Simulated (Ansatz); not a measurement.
# NiTe2 monolayer (1T): the cell at rest

Aim: bring NiTe2 monolayer (1T) to small forces and stress, as phonons need.

Program: Ansatz 0.2.0. Level of theory: DFT LDA, scalar-relativistic, plane waves, PAW. Results are calculated unless marked as measured.

### Step 1. The starting structure

The cell holds 3 atoms: 1 Ni and 2 Te. Cell: a = 3.680 Å, b = 3.680 Å, c = 20.000 Å, α = 90.0°, β = 90.0°, γ = 120.0°. Vacuum lies along c.

### Step 2. Probe on a coarse mesh

First a cheap look: the gap decides the mesh and the occupations, the pressure tells how far the cell has to move.

The program solves this slab on a cell height of its own, 30.4 Å, in place of the one typed.

input.yaml reads:

```yaml
crystal:
  lattice:
    - [3.68, 0.0, 0.0]
    - [-1.84, 3.18697, 0.0]
    - [0.0, 0.0, 20.0]
  atoms:
    - { symbol: Ni, position: [0.0, 0.0, 0.5] }
    - { symbol: Te, position: [0.333333, 0.666667, 0.5828] }
    - { symbol: Te, position: [0.666667, 0.333333, 0.4172] }
  periodic: [true, true, false]
kpoints:
  mp_grid: { grid: [6, 6, 1] }
hamiltonian:
  xc: lda
scf:
  occupations: { method: gaussian, width: 0.1 }
output:
  forces: true
  stress: true
  eigenvalues: true
```

On the command line:

```
$ ansatz run input.yaml --threads 8 --pin off --max-ram 14336MiB --backend cpu --events-out ev --progress --plain --runs-dir out
```

Numbers of over 12 decimals in the logs are rounded to 6 here.

What it wrote:

```text
[...]
k-point 1: bands = [... 21 lower, -6.6166, -6.0452, -5.2988, -4.4627, -4.2952, -3.2364, -0.5821 (-0.5825°), -0.0959, ... 1 higher]
  k-point 2: bands = [... 21 lower, -6.7167, -6.5973, -6.0145, -5.2626, -4.6251, -3.6119, -1.2096, 0.2352, ... 1 higher]
  k-point 6: bands = [... 21 lower, -7.4485, -6.4267, -6.0831, -6.0831, -4.7746, -4.7746, -1.2871, 0.8879, ... 1 higher]
  ° read free of the cell's end (the report's vacuum.weakly_bound_levels)
[key lines of the parts left out:]
SCF converged after 9 iterations
Free energy (F): -19427.433102 eV
Fermi energy:    -4.879530 eV
P = ½ c Tr σ = -6.5092 N/m
```

It took 1.5 s on 8 threads of Arm Neoverse V2, shared host; peak memory 0.7 GiB.

This run has no spin polarisation, although Ni can carry a moment.

This step gave:

```yaml
gap_on_the_k_mesh: 0 eV
area_per_atom: 3.909 Å²
```

The coarse mesh shows no gap.

### Step 3. Rough relaxation

A rough relaxation comes first, because large forces or stress need no tight tolerances yet.

The program solves this slab on a cell height of its own, 30.4 Å, in place of the one typed.

input.yaml: that of step 2 with these lines changed.

```diff
@@ -20 +20,6 @@
   eigenvalues: true
+relax:
+  adjacent_minimum: "off"
+  f_tol: 0.05
+  max_steps: 80
+  cell: { stress_2d_tol: 0.02 }
```

What it wrote:

```text
[...]
Crystal: 3 atoms, lattice volume = 356.814 Å³
Basis set: ecut = 420 eV, 6989 PW (Γ)
Bands: 30, of which v1, the nominal top of the filled ones, is band 25 counted from 1 (24 counted from 0)
Symmetry: 12 space group operations
[...]
k-points: 7 of 36
[...]
F+E_penalty+E_count = -19428.02313548 eV   max|allowed force component| = 2.335e-3 eV/Å   (the final SCF, on the basis selected at the relaxed cell)
  cell:  # Å, volume = 335.5272 Å³
    - [3.568538, 0.0, 0]
    - [-1.784269, 3.090445, 0]
    - [0, 0, 30.424]
  atoms:
    - { symbol: Ni, position: [0, 0, 0.328688] }
    - { symbol: Te, position: [0.333333, 0.666667, 0.376317] }
    - { symbol: Te, position: [0.666667, 0.333333, 0.281058] }
[key lines of the parts left out:]
SCF converged after 10 iterations
Free energy (F): -19428.023135 eV
Fermi energy:    -4.660627 eV
P = ½ c Tr σ = -0.0180 N/m
```

Run time: 6.9 s. Hardware: 8 threads; peak memory 0.71 GiB.

The steps of the relaxation:

```csv
step,energy less that of the first step (eV),largest force component (eV/Å),volume (Å³)
1,0.0000,1.7994,356.81
2,-0.5416,0.4820,349.89
3,-0.5811,0.2762,337.85
4,-0.5902,0.0227,338.10
5,-0.5912,0.0460,335.21
6,-0.5914,0.0027,335.53
7*,-0.5900,0.0023,335.53
```

Relaxation steps marked * repeat the geometry before them on a plane-wave basis chosen anew for their cell, so energy and pressure can jump there.

Forces are held to the 12 operations that the run works with; a distortion that breaks them can't arise in this run.

```csv
cell as run,before,after,change
a (Å),3.680,3.569,-3.0 %
b (Å),3.680,3.569,-3.0 %
```

The atoms that moved most (Å, along periodic axes as changes of fractional coordinates times the final cell, across vacuum about the mean position):

```csv
atom,dx,dy,dz,length
Te2,0.000,0.000,-0.207,0.207
Te3,0.000,0.000,0.207,0.207
```

Final coordinates:

```cif
data_structure
_symmetry_space_group_name_H-M 'P 1'
_symmetry_Int_Tables_number 1
_cell_length_a 3.5685
_cell_length_b 3.5685
_cell_length_c 30.4240
_cell_angle_alpha 90.000
_cell_angle_beta 90.000
_cell_angle_gamma 120.000
_cell_volume 335.53
loop_
_atom_site_label
_atom_site_type_symbol
_atom_site_fract_x
_atom_site_fract_y
_atom_site_fract_z
_atom_site_occupancy
Ni1 Ni 0.00000 0.00000 0.32869 1
Te2 Te 0.33333 0.66667 0.37632 1
Te3 Te 0.66667 0.33333 0.28106 1
```

Numbers from this step:

```yaml
area_per_atom: 3.676 Å²
```

The relaxation ends with a largest force component of 0.0023 eV/Å.

### Step 4. Relaxation

The cell and atoms are relaxed, since residual forces and stress would shift the frequencies.

input.yaml, the sections that differ from step 3:

```yaml
crystal:
  lattice:
    - [3.5685384237, 0.0, 0.0]
    - [-1.7842692119, 3.0904449293, 0.0]
    - [0.0, 0.0, 30.424]
  atoms:
    - { symbol: Ni, position: [0.0, 0.0, 0.328687878] }
    - { symbol: Te, position: [0.3333333333, 0.6666666667, 0.3763172686] }
    - { symbol: Te, position: [0.6666666667, 0.3333333333, 0.2810584874] }
  periodic: [true, true, false]
kpoints:
  mp_grid: { grid: [15, 15, 1] }
relax:
  adjacent_minimum: "off"
  f_tol: 0.005
  max_steps: 80
  cell: { stress_2d_tol: 0.02 }
# hamiltonian, scf, output: as in step 3
```

What it wrote:

```text
[...]
Crystal: 3 atoms, lattice volume = 335.527 Å³
Basis set: ecut = 420 eV, 6455 PW (Γ)
Bands: 30, of which v1, the nominal top of the filled ones, is band 25 counted from 1 (24 counted from 0)
[... 1 set-up line as in the run before ...]
[...]
k-points: 27 of 225
[...]
SCF iter   1: F=—  HF=-19428.104401 eV  |F-HF|=—  |Δ(HF+E_count)|=         —  Δρ=4.84e-3  dr2=3.83e-2  ethr=1.77e-3  ⟨swp⟩=15.7  Hψ=5718  notcnv=0
[...]
SCF iter  10: F=-19428.092706 eV  HF=-19428.092706 eV  |F-HF|=3.27e-10  |Δ(HF+E_count)|=   1.59e-9  Δρ=5.19e-7  dr2=6.00e-10  ethr=3.89e-12  ⟨swp⟩=2.9  Hψ=2462  notcnv=0
SCF 1 converged in 10 iterations: F = -19428.092706 eV  dr2 = 6.00e-10
[...]
relax step   1: F+E_penalty+E_count = -19428.09270556 eV  Δ(F+E_penalty+E_count) = +0.000e0 eV  max|allowed force component| = 1.809e-1 eV/Å  Δτ_max = 0.0000 Å  P = +0.255 N/m  Ω = 335.527 Å³  fix = [c, alpha, beta]  reactions: c +0.000 N/m  (10 SCF iters, dr2 threshold 1.00e-7 eV, accepted)
Crystal: 3 atoms, lattice volume = 341.384 Å³
Basis set: ecut = 420 eV, 6545 PW (Γ)
[...]
SCF iter  10: F=-19428.106591 eV  HF=-19428.106591 eV  |F-HF|=5.46e-11  |Δ(HF+E_count)|=   7.27e-9  Δρ=2.25e-7  dr2=1.22e-10  ethr=1.00e-12  ⟨swp⟩=3.1  Hψ=2554  notcnv=0
SCF 2 converged in 10 iterations: F = -19428.106591 eV  dr2 = 1.22e-10
relax step   2: F+E_penalty+E_count = -19428.10659085 eV  Δ(F+E_penalty+E_count) = -1.389e-2 eV  max|allowed force component| = 1.067e-2 eV/Å  Δτ_max = 0.0467 Å  P = +0.780 N/m  Ω = 341.384 Å³  energy of the carried Pulay correction = -4.269e-4 eV  fix = [c, alpha, beta]  reactions: c +0.000 N/m  (10 SCF iters, dr2 threshold 3.00e-7 eV, accepted)
Crystal: 3 atoms, lattice volume = 356.470 Å³
Basis set: ecut = 420 eV, 6977 PW (Γ)
[...]
SCF iter   9: F=-19428.098840 eV  HF=-19428.098840 eV  |F-HF|=6.55e-11  |Δ(HF+E_count)|=   4.84e-9  Δρ=5.59e-7  dr2=9.14e-10  ethr=1.63e-11  ⟨swp⟩=2.9  Hψ=2409  notcnv=0
SCF 3 converged in 9 iterations: F = -19428.098840 eV  dr2 = 9.14e-10
[...]
relax step   3: F+E_penalty+E_count = -19428.09884028 eV  Δ(F+E_penalty+E_count) = +7.751e-3 eV  max|allowed force component| = 2.901e-1 eV/Å  Δτ_max = 0.0779 Å  P = +0.321 N/m  Ω = 356.470 Å³  energy of the carried Pulay correction = -1.494e-3 eV  fix = [c, alpha, beta]  (9 SCF iters, dr2 threshold 3.00e-7 eV, rejected (line search))
[...]
relax step   4: F+E_penalty+E_count = -19428.11443764 eV  Δ(F+E_penalty+E_count) = -7.847e-3 eV  max|allowed force component| = 8.800e-3 eV/Å  Δτ_max = 0.0260 Å  P = +0.168 N/m  Ω = 348.710 Å³  energy of the carried Pulay correction = -9.508e-4 eV  fix = [c, alpha, beta]  reactions: c +0.000 N/m  (11 SCF iters, accepted)
[...]
relax step   5: F+E_penalty+E_count = -19428.11445318 eV  Δ(F+E_penalty+E_count) = -1.553e-5 eV  max|allowed force component| = 1.640e-2 eV/Å  Δτ_max = 0.0045 Å  P = -0.018 N/m  Ω = 350.248 Å³  energy of the carried Pulay correction = -1.059e-3 eV  fix = [c, alpha, beta]  reactions: c -0.000 N/m  (7 SCF iters, dr2 threshold 4.22e-8 eV, accepted)
[...]
relax step   6: F+E_penalty+E_count = -19428.11453453 eV  Δ(F+E_penalty+E_count) = -8.136e-5 eV  max|allowed force component| = 6.200e-3 eV/Å  Δτ_max = 0.0034 Å  P = -0.004 N/m  Ω = 349.736 Å³  energy of the carried Pulay correction = -1.023e-3 eV  fix = [c, alpha, beta]  reactions: c -0.000 N/m  (5 SCF iters, dr2 threshold 1.68e-8 eV, accepted)
[...]
relax step   7: F+E_penalty+E_count = -19428.11453309 eV  Δ(F+E_penalty+E_count) = +1.442e-6 eV  max|allowed force component| = 9.132e-5 eV/Å  Δτ_max = 0.0008 Å  P = -0.000 N/m  Ω = 349.821 Å³  energy of the carried Pulay correction = -1.029e-3 eV  fix = [c, alpha, beta]  reactions: c -0.000 N/m  (5 SCF iters, dr2 threshold 2.40e-9 eV, accepted)
[...]
SCF iter   9: F=-19428.115663 eV  HF=-19428.115663 eV  |F-HF|=6.77e-10  |Δ(HF+E_count)|=   3.57e-9  Δρ=2.50e-8  dr2=1.15e-12  ethr=1.00e-12  ⟨swp⟩=13.8  Hψ=5704  notcnv=0
SCF 8 converged in 9 iterations: F = -19428.115663 eV  dr2 = 1.15e-12
relax step   8: F+E_penalty+E_count = -19428.11566331 eV  Δ(F+E_penalty+E_count) = -1.130e-3 eV  max|allowed force component| = 3.900e-4 eV/Å  Δτ_max = 0.0000 Å  P = +0.006 N/m  Ω = 349.821 Å³  fix = [c, alpha, beta]  reactions: c +0.000 N/m  stress off target by 5.72e-3 N/m on what of the cell is left free  SCF on the basis re-selected at this cell (its energy is not comparable with the rows above)  (9 SCF iters)
basis re-selected at this cell: Δ(F+E_penalty+E_count) = -1.130e-3 eV, ΔP = +0.006 N/m vs the last step (what re-selecting the basis moved, of the pressure what is left beyond the Pulay correction that the steps carried, after the strain that the cell walked since its last selection, with what the two solves' SCF thresholds leave and, on support functions, any second-order correction that the steps lacked; it is no measure of the basis error at this ecutwfc). The dense FFT grid was sized anew with the basis: this SCF ran on 25×25×216 points, the steps before it on 24×24×216, so part of this shift can come from that change (see relax.cell in the input reference). [rest of the remark cut]
SCF converged after 9 iterations
Free energy (F): -19428.115663 eV
[...]
Internal energy: -19428.107252 eV  (E = F + TS)
E sigma→0 (E₀):  -19428.111458 eV
Entropy (-TS):   -0.008411 eV (-2.804 meV/atom)
Fermi energy:    -4.718044 eV
[...]
--- Forces (eV/Å), atoms counted from 1 ---
  atom   1  Ni     0.00000000    -0.00000000     0.00000000
  atom   2  Te     0.00000000    -0.00000000    -0.00039002
  atom   3  Te    -0.00000000     0.00000000     0.00039002
  max |Σ_I F_I| component: 1.63e-19 eV/Å
--- 2D stress c σ (N/m, compression-positive) ---
        0.005718       0.000000       0.000000
        0.000000       0.005718      -0.000000
        0.000000      -0.000000       0.000000
  P = ½ c Tr σ = 0.0057 N/m
--- Band table (eV; the first three rows and the last of 27) ---
  k-point 0: bands = [... 21 lower, -6.6409, -5.7579, -3.9518, -3.9518, -2.7277, -2.7277, -0.8323 (-0.8330°), -0.4507, ... 1 higher]
  k-point 1: bands = [... 21 lower, -6.6666, -5.6717, -4.3617, -4.0971, -3.0910, -2.7520, -0.7469 (-0.7477°), -0.3763, ... 1 higher]
  k-point 2: bands = [... 21 lower, -6.7567, -5.4808, -5.1725, -4.4664, -3.8376, -2.8242, -0.5339 (-0.5347°), -0.2155, ... 1 higher]
  k-point 26: bands = [... 21 lower, -7.8125, -7.0969, -6.4703, -6.4703, -4.4533, -4.4533, -0.3919, 1.6483, ... 1 higher]
  ° read free of the cell's end (the report's vacuum.weakly_bound_levels)
--- Relaxed structure (7 steps of the walk, 6 accepted, 1 SCFs on fresh bases) ---
[...]
cell:  # Å, volume = 349.8212 Å³
    - [3.643758, 2.947588070551896e-11, 0]
    - [-1.821879, 3.155587, 0]
    - [0, 0, 30.424]
  atoms:
    - { symbol: Ni, position: [0, 0, 0.328687878] }
    - { symbol: Te, position: [0.333333, 0.666667, 0.373865] }
    - { symbol: Te, position: [0.666667, 0.333333, 0.283510] }
```

The job ended after 21 s (8 threads; peak memory 1 GiB; 2.5 min of CPU time).

The steps of the relaxation:

```csv
step,energy less that of the first step (eV),largest force component (eV/Å),volume (Å³)
1,0.0000,0.1809,335.53
2,-0.0139,0.0107,341.38
3,-0.0061,0.2901,356.47
4,-0.0217,0.0088,348.71
5,-0.0217,0.0164,350.25
6,-0.0218,0.0062,349.74
7,-0.0218,0.0001,349.82
8*,-0.0230,0.0004,349.82
```

Relaxation steps marked * repeat the geometry before them on a plane-wave basis chosen anew for their cell, so energy and pressure can jump there. Relaxation step 3 was tried and not accepted.

Forces are held to the 12 operations that the run works with; a distortion that breaks them can't arise in this run.

```csv
cell as run,before,after,change
a (Å),3.569,3.644,+2.1 %
b (Å),3.569,3.644,+2.1 %
```

The atoms that moved most (Å, along periodic axes as changes of fractional coordinates times the final cell, across vacuum about the mean position):

```csv
atom,dx,dy,dz,length
Te3,0.000,0.000,0.075,0.075
Te2,0.000,0.000,-0.075,0.075
```

Final coordinates:

```xyz
3
Lattice="3.6438 0.0000 0.0000 -1.8219 3.1556 0.0000 0.0000 0.0000 30.4240" Properties=species:S:1:pos:R:3
Ni    0.0000    0.0000   10.0000
Te    0.0000    2.1037   11.3745
Te    1.8219    1.0519    8.6255
```

This step gave:

| Item | Value |
| --- | --- |
| area per atom | 3.833 Å² |

The relaxation ends with a largest force component of 3.9e-4 eV/Å.

### Step 5. Tight relaxation

Phonons need a cell at rest on their own settings, so the relaxation is repeated with tight tolerances on forces and stress on the k mesh and occupations of the first response run.

input.yaml reads:

```yaml
crystal:
  lattice:
    - [3.6437584461, 0.0, 0.0]
    - [-1.8218792231, 3.1555873795, 0.0]
    - [0.0, 0.0, 30.424]
  atoms:
    - { symbol: Ni, position: [0.0, 0.0, 0.328687878] }
    - { symbol: Te, position: [0.3333333333, 0.6666666667, 0.3738652735] }
    - { symbol: Te, position: [0.6666666667, 0.3333333333, 0.2835104825] }
  periodic: [true, true, false]
kpoints:
  mp_grid: { grid: [15, 15, 1] }
hamiltonian:
  xc: lda
scf:
  occupations: { method: methfessel_paxton, width: 0.15 }
output:
  forces: true
  stress: true
  eigenvalues: true
  write_density: true
  write_potential: true
  elf: true
  volumetric_format: npy
relax:
  adjacent_minimum: "off"
  f_tol: 0.001
  max_steps: 60
  cell: { stress_2d_tol: 0.002 }
```

What it wrote:

```text
[...]
Crystal: 3 atoms, lattice volume = 349.821 Å³
Basis set: ecut = 420 eV, 6749 PW (Γ)
Bands: 30, of which v1, the nominal top of the filled ones, is band 25 counted from 1 (24 counted from 0)
[... 1 set-up line as in the run before ...]
[...]
k-points: 27 of 225
[...]
° read free of the cell's end (the report's vacuum.weakly_bound_levels)
--- Relaxed structure (3 steps of the walk, 3 accepted, 1 SCFs on fresh bases) ---
[...]
cell:  # Å, volume = 349.8242 Å³
    - [3.643774, 2.8867729327224547e-11, 0]
    - [-1.821887, 3.155601, 0]
    - [0, 0, 30.424]
  atoms:
    - { symbol: Ni, position: [0, 0, 0.328687878] }
    - { symbol: Te, position: [0.333333, 0.666667, 0.373860] }
    - { symbol: Te, position: [0.666667, 0.333333, 0.283515] }
[key lines of the parts left out:]
SCF converged after 13 iterations
Free energy (F): -19428.112111 eV
Fermi energy:    -4.716176 eV
P = ½ c Tr σ = -0.0003 N/m
```

Wall time 11 s (8 threads); peak memory 1 GiB.

Little changed from the start: no atom moved by 0.005 Å and no cell edge by 0.1 %.

Valence density in the ac plane at fractional y = 0.333, with atoms of Te within 0.2 Å of it. It is the smooth field of the valence electrons, not physical close to the nuclei.

Ten steps, logarithmic in the rise over the least value, from '0' (0.00 × 1e0 e/Å³) to '9' (7.53 × 1e0 e/Å³), each cell a mean:
```
00000000000000
00000000000000
00000000000000
00000000000000
00000000000000
00000000000000
00000000000000
00000000000000
00000000000000
00000000000000
00000000000000
00000000000000
00000000000000
00000000000000
23333221101112
34443322111122
33333346788654
22112357999854
00000011111110
00000000000000
00000000000000
00000000000000
00000000000000
00000000000000
```
Columns run along a (3.6 Å), rows up along c (30.4 Å). Atoms in or near the plane, at fractional coordinates: Te at (0.67, 0.28).

Electrostatic potential energy in the ac plane at fractional y = 0.333, with atoms of Te within 0.2 Å of it. With pseudopotentials it is smooth inside the atoms' cores, unlike the true potential.

Ten even steps from '0' (-12 eV) to '9' (0 eV), each cell a mean:
```
99999999999999
99999999999999
99999999999999
99999999999999
99999999999999
99999999999999
99999999999999
99999999999999
99999999999999
99999999999999
99999999999999
99999999999999
99999999999999
99999999999999
42223578888876
32112567888776
45555311333212
57876202555301
99999988777889
99999999999999
99999999999999
99999999999999
99999999999999
99999999999999
```
Columns run along a (3.6 Å; values clipped at the 3rd and 97th percentile), rows up along c (30.4 Å). Atoms in or near the plane, at fractional coordinates: Te at (0.67, 0.28).

ELF in the ac plane at fractional y = 0.333, with atoms of Te within 0.2 Å of it. It is the smooth field of the valence electrons, not physical close to the nuclei.

Values, 24 rows by 14 columns, each cell a mean:
```
0.00 0.00 0.00 0.00 0.00 0.00 0.00 0.00 0.00 0.00 0.00 0.00 0.00 0.00
0.00 0.00 0.00 0.00 0.00 0.00 0.00 0.00 0.00 0.00 0.00 0.00 0.00 0.00
0.00 0.00 0.00 0.00 0.00 0.00 0.00 0.00 0.00 0.00 0.00 0.00 0.00 0.00
0.00 0.00 0.00 0.00 0.00 0.00 0.00 0.00 0.00 0.00 0.00 0.00 0.00 0.00
0.00 0.00 0.00 0.00 0.00 0.00 0.00 0.00 0.00 0.00 0.00 0.00 0.00 0.00
0.00 0.00 0.00 0.00 0.00 0.00 0.00 0.00 0.00 0.00 0.00 0.00 0.00 0.00
0.00 0.00 0.00 0.00 0.00 0.00 0.00 0.00 0.00 0.00 0.00 0.00 0.00 0.00
0.00 0.00 0.00 0.00 0.00 0.00 0.00 0.00 0.00 0.00 0.00 0.00 0.00 0.00
0.00 0.00 0.00 0.00 0.00 0.00 0.00 0.00 0.00 0.00 0.00 0.00 0.00 0.00
0.00 0.00 0.00 0.00 0.00 0.00 0.00 0.00 0.00 0.00 0.00 0.00 0.00 0.00
0.00 0.00 0.00 0.00 0.00 0.00 0.00 0.00 0.00 0.00 0.00 0.00 0.00 0.00
0.00 0.00 0.00 0.00 0.00 0.00 0.00 0.00 0.00 0.00 0.00 0.00 0.00 0.00
0.01 0.02 0.02 0.02 0.02 0.01 0.01 0.01 0.00 0.00 0.00 0.01 0.01 0.01
0.24 0.30 0.34 0.32 0.27 0.19 0.11 0.06 0.03 0.03 0.03 0.04 0.08 0.14
0.57 0.60 0.60 0.60 0.58 0.50 0.34 0.19 0.09 0.05 0.06 0.13 0.27 0.44
0.43 0.45 0.46 0.46 0.44 0.39 0.29 0.19 0.11 0.09 0.10 0.15 0.24 0.35
0.38 0.28 0.22 0.25 0.34 0.44 0.46 0.40 0.31 0.27 0.28 0.36 0.44 0.46
0.52 0.31 0.16 0.23 0.44 0.58 0.56 0.45 0.30 0.25 0.27 0.38 0.53 0.59
0.22 0.08 0.04 0.05 0.15 0.35 0.54 0.64 0.69 0.71 0.70 0.66 0.58 0.44
0.01 0.01 0.00 0.01 0.01 0.02 0.05 0.08 0.11 0.13 0.12 0.10 0.06 0.04
0.00 0.00 0.00 0.00 0.00 0.00 0.00 0.00 0.00 0.00 0.00 0.00 0.00 0.00
0.00 0.00 0.00 0.00 0.00 0.00 0.00 0.00 0.00 0.00 0.00 0.00 0.00 0.00
0.00 0.00 0.00 0.00 0.00 0.00 0.00 0.00 0.00 0.00 0.00 0.00 0.00 0.00
0.00 0.00 0.00 0.00 0.00 0.00 0.00 0.00 0.00 0.00 0.00 0.00 0.00 0.00
```
Columns run along a (3.6 Å), rows up along c (30.4 Å). Atoms in or near the plane, at fractional coordinates: Te at (0.67, 0.28).

The largest force component left is 0.016 meV/Å, within the tolerances set.

### Step 6. What came out

```yaml
space_group_after_relaxation_within_0p01_a: P-3m1
lattice_constant_a: 3.644 Å
lattice_constant_b: 3.644 Å
area_per_atom: 3.83 Å²
```

In words: The largest force component left is 0.016 meV/Å, within the tolerances set. The relaxation keeps the symmetry of its start, so it says nothing on stability against lower symmetry. The runs are without spin polarisation, although Ni often carries a moment. Spin-orbit coupling is left out, which can matter for the heavy elements here. The starting cell was built on a prototype and not taken from a measurement.

[Logs are printed without paths, hosts, clocks, repeated set-up lines and the standing remarks that a program may print on its own settings, such as how far it seeks lower states.]

[Hosts, paths, dates, database ids (printed as entryN), source tags and the programs' standing remarks are cut or masked in the printed files.]
